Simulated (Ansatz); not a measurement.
# How Pt(110) screens a field, part 2 of 2

Aim: image plane and induced charge of Pt(110).

Ansatz 0.2.0; plane-wave DFT, r2SCAN, Ansatz PAW.

So far. Step 7 (Atoms held, field 0.2 V/Å): The dipole is 0.134 e·Å.

**8. Single point, field -0.2 V/Å**

File input.yaml:

```yaml
crystal:
  lattice:
    - [3.92, 0.0, 0.0]
    - [0.0, 2.7718585823, 0.0]
    - [0.0, 0.0, 26.3155757468]
  atoms:
    - { symbol: Pt, position: [0.0, 0.0, 0.3420027776] }
    - { symbol: Pt, position: [0.5, 0.5, 0.3946685184] }
    - { symbol: Pt, position: [0.0, 0.0, 0.4473342592] }
    - { symbol: Pt, position: [0.5, 0.5, 0.5] }
    - { symbol: Pt, position: [0.0, 0.0, 0.5526657408] }
    - { symbol: Pt, position: [0.5, 0.5, 0.6053314816] }
    - { symbol: Pt, position: [0.0, 0.0, 0.6579972224] }
kpoints:
  mp_grid: { grid: [14, 18, 1] }
hamiltonian:
  xc: r2scan
scf:
  occupations: { method: fermi_dirac, width: 0.1 }
  convergence: { dr2_threshold: 1.0e-10 }
efield:
  axis: 3
  dipole_correction: true
  ramp_position: 0.97
  ramp_width: 0.06
  amplitude: -0.2
output:
  forces: true
  write_potential: true
  write_density: true
  volumetric_format: npy
```

On the command line:

```bash
$ ansatz run input.yaml --threads 4 --pin off --max-ram 6144MiB --backend cpu --events-out ev --progress --plain --runs-dir out
```

Numbers of over 12 decimals in the logs are rounded to 6 here.

Log:

```text
[...]
Crystal: 7 atoms, lattice volume = 285.937 Å³
Basis set: ecut = 500 eV, 7195 PW (Γ), exchange–correlation on 120×96×768 points (64 copies of the dense FFT grid, shifted against one another)
Bands: 76, of which v1, the nominal top of the filled ones, is band 63 counted from 1 (62 counted from 0)
Symmetry: 4 space group operations
k-points: 80 of 252
[...]
k-point 0: bands = [... 59 lower, 4.4254, 4.6066, 4.7053, 5.0428, 5.0621, 5.3783, 5.4043, 5.6497, ... 9 higher]
  k-point 1: bands = [... 59 lower, 4.3594, 4.6395, 4.8091, 4.8938, 4.9588, 5.4476, 5.4487, 5.5115, ... 9 higher]
  k-point 2: bands = [... 59 lower, 4.1901, 4.7232, 4.7486, 4.7486, 4.8186, 5.2700, 5.5598, 5.6371, ... 9 higher]
  k-point 79: bands = [... 59 lower, 5.2166, 5.3056, 5.4813, 5.4979, 6.2202, 6.4955, 8.6744, 8.9985, ... 9 higher]
[key lines of the parts left out:]
SCF converged after 21 iterations
Free energy (F): -87754.707045 eV
Fermi energy:    5.166670 eV
Dipole field:    D = -0.085024 V/Å  (p = -0.134354 e·Å, saw-weighted, corrected)
```

The job ended after 2.8 min (4 threads of Arm Neoverse V2, shared host; peak memory 2.1 GiB).

The dipole is -0.134 e·Å.

**9. Single point, field 0.4 V/Å**

Edit input.yaml of step 8 so:

```diff
@@ -25,3 +25,3 @@
   ramp_width: 0.06
-  amplitude: -0.2
+  amplitude: 0.4
 output:
@@ -31 +31,2 @@
   volumetric_format: npy
+  elf: true
```

Log:

```text
[...]
Crystal: 7 atoms, lattice volume = 285.937 Å³
Basis set: ecut = 500 eV, 7195 PW (Γ), exchange–correlation on 120×96×768 points (64 copies of the dense FFT grid, shifted against one another)
Bands: 76, of which v1, the nominal top of the filled ones, is band 63 counted from 1 (62 counted from 0)
Symmetry: 4 space group operations
k-points: 80 of 252
[...]
k-point 0: bands = [... 59 lower, 4.4177, 4.6003, 4.6990, 5.0365, 5.0560, 5.3720, 5.3977, 5.6435, ... 9 higher]
  k-point 1: bands = [... 59 lower, 4.3524, 4.6326, 4.8028, 4.8877, 4.9526, 5.4409, 5.4424, 5.5053, ... 9 higher]
  k-point 2: bands = [... 59 lower, 4.1838, 4.7154, 4.7424, 4.7431, 4.8124, 5.2638, 5.5528, 5.6309, ... 9 higher]
  k-point 79: bands = [... 59 lower, 5.2104, 5.2993, 5.4750, 5.4919, 6.2142, 6.4895, 8.6684, 8.9924, ... 9 higher]
[key lines of the parts left out:]
SCF converged after 27 iterations
Free energy (F): -87754.747361 eV
Fermi energy:    5.160430 eV
Dipole field:    D = 0.170120 V/Å  (p = 0.268821 e·Å, saw-weighted, corrected)
```

The job ended after 5.8 min (4 threads; peak memory 4.3 GiB; 23 min of CPU time).

Running mean over 1.386 Å of the planar mean, with the applied field; the ramp of the sawtooth is left out. Electron's electrostatic potential energy less the Fermi level against z:

z (Å), electron's electrostatic potential energy less the Fermi level (eV) and a bar from the least value:
```
      3.5        3.7 #########################
      4.0        3.9 #########################
      4.5        4.1 #########################
      5.0        4.3 ##########################
      5.5        4.4 ##########################
      6.0        4.6 ##########################
      6.5        4.8 ###########################
      7.0        4.7 ##########################
      7.5        3.9 #########################
      8.0        0.4 ####################
      8.5       -5.6 ##########
      9.0       -9.9 ###
      9.5      -11.3 #
     10.0      -11.6 #
     10.5      -11.9 
     11.0      -12.0 
     11.5      -12.0 
     12.0      -12.0 
     12.5      -12.0 
     13.0      -12.0 
     13.5      -12.0 
     14.0      -12.0 
     14.5      -12.0 
     15.0      -12.0 
     15.5      -12.0 
     16.0      -11.8 
     16.5      -11.5 #
     17.0      -11.0 ##
     17.5       -8.7 #####
     18.0       -3.3 ##############
     18.5        2.3 #######################
     19.0        4.7 ##########################
     19.5        5.4 ############################
     20.0        5.7 ############################
     20.5        6.0 ############################
     21.0        6.2 #############################
     21.5        6.4 #############################
     22.0        6.6 #############################
     22.5        6.8 ##############################
     23.0        7.0 ##############################
```

The dipole is 0.269 e·Å.

**10. The response**

This step: plane-wave DFT, r2SCAN, Ansatz PAW; screening of a field by a metal slab (Ansatz 0.2.0).

The dipoles give the slope, and the difference of two potentials shows where the field is screened.

Numbers from this step:

* equivalent conductor thickness p/(ε₀AE): 11.19 Å
* distance between the outer atoms: 8.316 Å
* inner field over outer field: -0.006668
* image plane, upper face: 1.347 Å
* induced electrons on the upper face over ε₀E: -1.016
* image plane, lower face: 1.347 Å
* induced electrons on the lower face over ε₀E: 1.016

The dipole of the cell by applied field:

```
applied field (V/Å)  dipole of the cell (e·Å)
             -0.200                    -0.134
             -0.100                   -0.0672
             -0.050                   -0.0336
              0.000                         0
              0.050                    0.0336
              0.100                    0.0672
              0.200                     0.134
              0.400                     0.269
```

Local field over the applied field, running mean. From the potentials at -0.05 and 0.05 V/Å; running mean over 1.386 Å. Local field over applied field against z:

```csv
z (Å),local field over applied field
4.5,0.999
5.0,0.997
5.5,0.990
6.0,0.971
6.5,0.921
7.0,0.806
7.5,0.580
8.0,0.291
8.5,0.0733
9.0,-0.00830
9.5,-0.00616
10.0,0.00423
10.5,0.00647
11.0,0.00560
11.5,0.00486
12.0,0.00453
12.5,-0.00273
13.0,-0.00954
13.5,-0.00748
14.0,5.8e-4
14.5,0.00523
15.0,0.00487
15.5,0.00586
16.0,0.00646
16.5,2.4e-4
17.0,-0.00892
17.5,0.00570
18.0,0.142
18.5,0.395
19.0,0.676
19.5,0.859
20.0,0.945
20.5,0.980
21.0,0.993
21.5,0.998
22.0,0.999
```

The induced electron density oscillates, so the rows of the table below give means over windows of 1 Å about each position, cut where the curve ends. Its maxima inside the range that stand out by 2 % of the span (Å: e/Å³ per V/Å): 7.9: 0.00458, 8.9: 4.5e-4, 10.7: 1.3e-4, 11.8: 1.5e-4, 12.5: 2.5e-4, 14.3: 6.0e-5, 14.8: 2.3e-4, 17.0: 5.2e-4, 17.7: 3.8e-4. Its minima: 8.6: -3.8e-4, 9.3: -5.2e-4, 11.5: -2.3e-4, 12.1: -6.0e-5, 13.8: -2.5e-4, 14.5: -1.5e-4, 15.6: -1.3e-4, 17.4: -4.5e-4, 18.4: -0.00458.

Electrons, planar mean, per unit field. Induced electron density against z; means over each step:

| z (Å) | induced electron density (e/Å³ per V/Å) |
| --- | --- |
| 5 | 3.5e-5 |
| 6 | 2.9e-4 |
| 7 | 0.00173 |
| 8 | 0.00355 |
| 9 | -5.4e-5 |
| 10 | -8.1e-5 |
| 11 | 2.2e-5 |
| 12 | 4.8e-5 |
| 13 | 5.5e-5 |
| 14 | -1.1e-4 |
| 15 | 2.3e-5 |
| 16 | 1.8e-5 |
| 17 | 5.8e-5 |
| 18 | -0.00232 |
| 19 | -0.00265 |
| 20 | -5.3e-4 |
| 21 | -6.9e-5 |
| 22 | -9.5e-6 |

By hand: between -0.05 and 0.05 V/Å the dipole changes by 0.06717 e·Å, a slope of 0.6717 e·Å²/V. A perfect conductor of thickness t has p = ε₀AEt, so t = 180.95 × 0.6717 / 10.866 = 11.19 Å (e/ε₀ = 180.95 V·Å, A in Å²). Less the 8.32 Å between the outer atoms, and halved, that puts each image plane 1.44 Å out.

The induced dipole is that of a conductor 11.19 Å thick.

**11. The same run with other settings**

This step: plane-wave DFT, r2SCAN, Ansatz PAW (Ansatz 0.2.0).

A run with a changed input: it repeats the earlier run at 0.05 V/Å with basis.ecutwfc to 25.7 Ry and kpoints.mp_grid.shift to [0.5, 0.5, 0.0].

Edit input.yaml of step 9 so:

```diff
@@ -14,3 +14,3 @@
 kpoints:
-  mp_grid: { grid: [14, 18, 1] }
+  mp_grid: { grid: [14, 18, 1], shift: [0.5, 0.5, 0.0] }
 hamiltonian:
@@ -25,3 +25,3 @@
   ramp_width: 0.06
-  amplitude: 0.4
+  amplitude: 0.05
 output:
@@ -31,2 +31,3 @@
   volumetric_format: npy
-  elf: true
+basis:
+  ecutwfc: "25.7 Ry"
```

Log:

```text
Warning: basis.ecutwfc = 349.666313 eV is below the records' recommended 500 eV, and the density's cutoff is lower with it unless basis.ecutrho_ratio is high enough to keep the records' density cutoff: compare with a run at a higher cutoff
[...]
Crystal: 7 atoms, lattice volume = 285.937 Å³
Basis set: ecut = 349.666313 eV, 4219 PW (Γ), exchange–correlation on 96×72×648 points (64 copies of the dense FFT grid, shifted against one another)
Bands: 76, of which v1, the nominal top of the filled ones, is band 63 counted from 1 (62 counted from 0)
Symmetry: 4 space group operations
k-points: 63 of 252
[...]
SCF iter   1: F=—  HF=-87754.771814 eV  |F-HF|=—  |Δ(HF+E_count)|=         —  Δρ=1.95e-2  dr2=1.45e1  dr2_τ=1.91e-1  ethr=1.77e-3  p=0.000 e·Å  D=4.29e-13 V/Å  ΔV_dip=-0.00 eV  dr2_dipole=5.17e0  V_vac-E_F(+/−)=5.90/4.70 eV  ⟨swp⟩=7.8  Hψ=20414  notcnv=0  defer=94
[...]
SCF iter  15: F=-87754.606828 eV  HF=-87754.606828 eV  |F-HF|=3.11e-9  |Δ(HF+E_count)|=   3.94e-9  Δρ=6.66e-8  dr2=4.52e-11  dr2_τ=9.57e-13  ethr=1.00e-12  p=0.034 e·Å  D=2.13e-2 V/Å  ΔV_dip=-0.56 eV  dr2_dipole=1.97e-12  V_vac-E_F(+/−)=5.57/4.93 eV  ⟨swp⟩=18.6  Hψ=32564  notcnv=0
SCF 1 converged in 15 iterations: F = -87754.606828 eV  dr2 = 4.52e-11
[...]
SCF converged after 15 iterations
Free energy (F): -87754.606828 eV
[...]
Internal energy: -87754.208929 eV  (E = F + TS)
E sigma→0 (E₀):  -87754.407879 eV
Entropy (-TS):   -0.397899 eV (-56.843 meV/atom)
Fermi energy:    5.165369 eV
Dipole field:    D = 0.021256 V/Å  (p = 0.033589 e·Å, saw-weighted, corrected)
Work function:   not extracted (applied field tilts the vacuum); planar V_es + V_field profile in the machine report
[...]
--- Forces (eV/Å), atoms counted from 1 ---
  atom   1  Pt     0.00000000     0.00000000     0.83436194
  atom   2  Pt     0.00000000     0.00000000    -1.11269765
  atom   3  Pt     0.00000000     0.00000000    -0.02443958
  atom   4  Pt     0.00000000     0.00000000    -0.00117690
  atom   5  Pt     0.00000000     0.00000000     0.03144447
  atom   6  Pt     0.00000000     0.00000000     1.11192140
  atom   7  Pt     0.00000000     0.00000000    -0.83941362
  max |Σ_I F_I| component: 6.47e-8 eV/Å
--- Band table (eV; the first three rows and the last of 63) ---
  k-point 0: bands = [... 59 lower, 4.4097, 4.5925, 4.7765, 4.9721, 5.0373, 5.4098, 5.4361, 5.5802, ... 9 higher]
  k-point 1: bands = [... 59 lower, 4.2855, 4.6760, 4.7769, 4.8799, 4.8892, 5.2897, 5.4904, 5.5840, ... 9 higher]
  k-point 2: bands = [... 59 lower, 4.1305, 4.6325, 4.6645, 4.7840, 4.8106, 5.3265, 5.6073, 5.6779, ... 9 higher]
  k-point 62: bands = [... 59 lower, 5.2041, 5.2383, 5.4374, 5.4751, 6.1355, 6.6345, 8.4474, 8.9500, ... 9 higher]
```

It took 55 s on 4 threads; peak memory 1.2 GiB; 3.6 min of CPU time.

```csv
quantity,this run,earlier run,difference
dipole along the normal (e·Å),0.03359,0.03359,1.9e-6
```

The dipole moves by under 0.5 % or 5e-5 e·Å. The run took 15 SCF cycles against 19.

The change did no harm here.

**12. A changed input**

Another changed input: it repeats the earlier run at 0.05 V/Å with efield.dipole_correction from true to false.

Edit input.yaml of step 11 so:

```diff
@@ -14,3 +14,3 @@
 kpoints:
-  mp_grid: { grid: [14, 18, 1], shift: [0.5, 0.5, 0.0] }
+  mp_grid: { grid: [14, 18, 1] }
 hamiltonian:
@@ -22,3 +22,3 @@
   axis: 3
-  dipole_correction: true
+  dipole_correction: false
   ramp_position: 0.97
@@ -31,3 +31 @@
   volumetric_format: npy
-basis:
-  ecutwfc: "25.7 Ry"
```

Log:

```text
[...]
Crystal: 7 atoms, lattice volume = 285.937 Å³
Basis set: ecut = 500 eV, 7195 PW (Γ), exchange–correlation on 120×96×768 points (64 copies of the dense FFT grid, shifted against one another)
Bands: 76, of which v1, the nominal top of the filled ones, is band 63 counted from 1 (62 counted from 0)
Symmetry: 4 space group operations
k-points: 80 of 252
[...]
SCF iter   1: F=—  HF=-87754.861843 eV  |F-HF|=—  |Δ(HF+E_count)|=         —  Δρ=1.96e-2  dr2=1.45e1  dr2_τ=1.85e-1  ethr=1.77e-3  p=0.000 e·Å  V_vac-E_F(+/−)=5.90/4.70 eV  ⟨swp⟩=7.7  Hψ=25936  notcnv=0  defer=112
[...]
SCF iter  20: F=-87754.695071 eV  HF=-87754.695071 eV  |F-HF|=7.28e-11  |Δ(HF+E_count)|=    0.00e0  Δρ=2.29e-8  dr2=6.54e-12  dr2_τ=2.05e-13  ethr=1.00e-12  p=0.058 e·Å  V_vac-E_F(+/−)=5.80/4.68 eV  ⟨swp⟩=9.0  Hψ=28583  notcnv=0
SCF 1 converged in 20 iterations: F = -87754.695071 eV  dr2 = 6.54e-12
[...]
SCF converged after 20 iterations
[...]
Free energy (F): -87754.695071 eV
[...]
Internal energy: -87754.300752 eV  (E = F + TS)
E sigma→0 (E₀):  -87754.497911 eV
Entropy (-TS):   -0.394319 eV (-56.331 meV/atom)
Fermi energy:    5.168341 eV
Dipole field:    D = 0.036971 V/Å  (p = 0.058421 e·Å, saw-weighted)
Work function:   not extracted (applied field tilts the vacuum); planar V_es + V_field profile in the machine report
[...]
--- Forces (eV/Å), atoms counted from 1 ---
  atom   1  Pt     0.00000000     0.00000000     0.82467660
  atom   2  Pt     0.00000000     0.00000000    -1.12201805
  atom   3  Pt     0.00000000     0.00000000    -0.01795287
  atom   4  Pt     0.00000000     0.00000000    -0.00201590
  atom   5  Pt     0.00000000     0.00000000     0.03011959
  atom   6  Pt     0.00000000     0.00000000     1.12066735
  atom   7  Pt     0.00000000     0.00000000    -0.83347797
  max |Σ_I F_I| component: 1.26e-6 eV/Å
--- Band table (eV; the first three rows and the last of 80) ---
  k-point 0: bands = [... 59 lower, 4.4274, 4.6083, 4.7069, 5.0444, 5.0638, 5.3800, 5.4060, 5.6514, ... 9 higher]
  k-point 1: bands = [... 59 lower, 4.3613, 4.6414, 4.8108, 4.8955, 4.9605, 5.4494, 5.4503, 5.5132, ... 9 higher]
  k-point 2: bands = [... 59 lower, 4.1917, 4.7254, 4.7501, 4.7502, 4.8203, 5.2717, 5.5616, 5.6388, ... 9 higher]
  k-point 79: bands = [... 59 lower, 5.2183, 5.3073, 5.4830, 5.4994, 6.2218, 6.4972, 8.6760, 9.0001, ... 9 higher]
```

It took 2.7 min on 4 threads; peak memory 2.1 GiB.

| quantity | this run | earlier run | difference |
| --- | --- | --- | --- |
| dipole along the normal (e·Å) | 0.05842 | 0.03359 | 0.025 |

With the dipole correction off, the periodic images add a field of their own to the typed one.

It moves by +0.0248 e·Å.

These numbers are not those of the isolated slab.

**13. Outcome**

```yaml
work_function: 5.27 eV
image_plane_upper_face: 1.35 Å
induced_electrons_on_the_upper_face_over_eps_0e: -1.02
equivalent_conductor_thickness_p_eps_0ae: 11.2 Å
inner_field_over_outer_field: -0.00667
```

In words: The induced charge has its centre 1.35 Å outside the outermost atoms; this is the plane from which a capacitor's gap or an image potential counts. The equivalent conductor thickness exceeds the distance between the outer atoms by 2.87 Å, about the sum of the two image-plane distances. In the middle of the slab the field is screened to under 2 % of its outer value. The atoms are held at bulk positions with the tabulated experimental lattice constant.

[Logs are printed without paths, hosts, clocks, repeated set-up lines and the standing remarks that a program may print on its own settings, such as how far it seeks lower states.]

[Hosts, paths, dates, database ids (printed as entryN), source tags and the programs' standing remarks are cut or masked in the printed files.]

[Maps of the electrostatic potential energy from Ansatz leave out the sawtooth potential of an applied field or a dipole correction, so their vacuum need not be flat; planar profiles and work functions include it.]
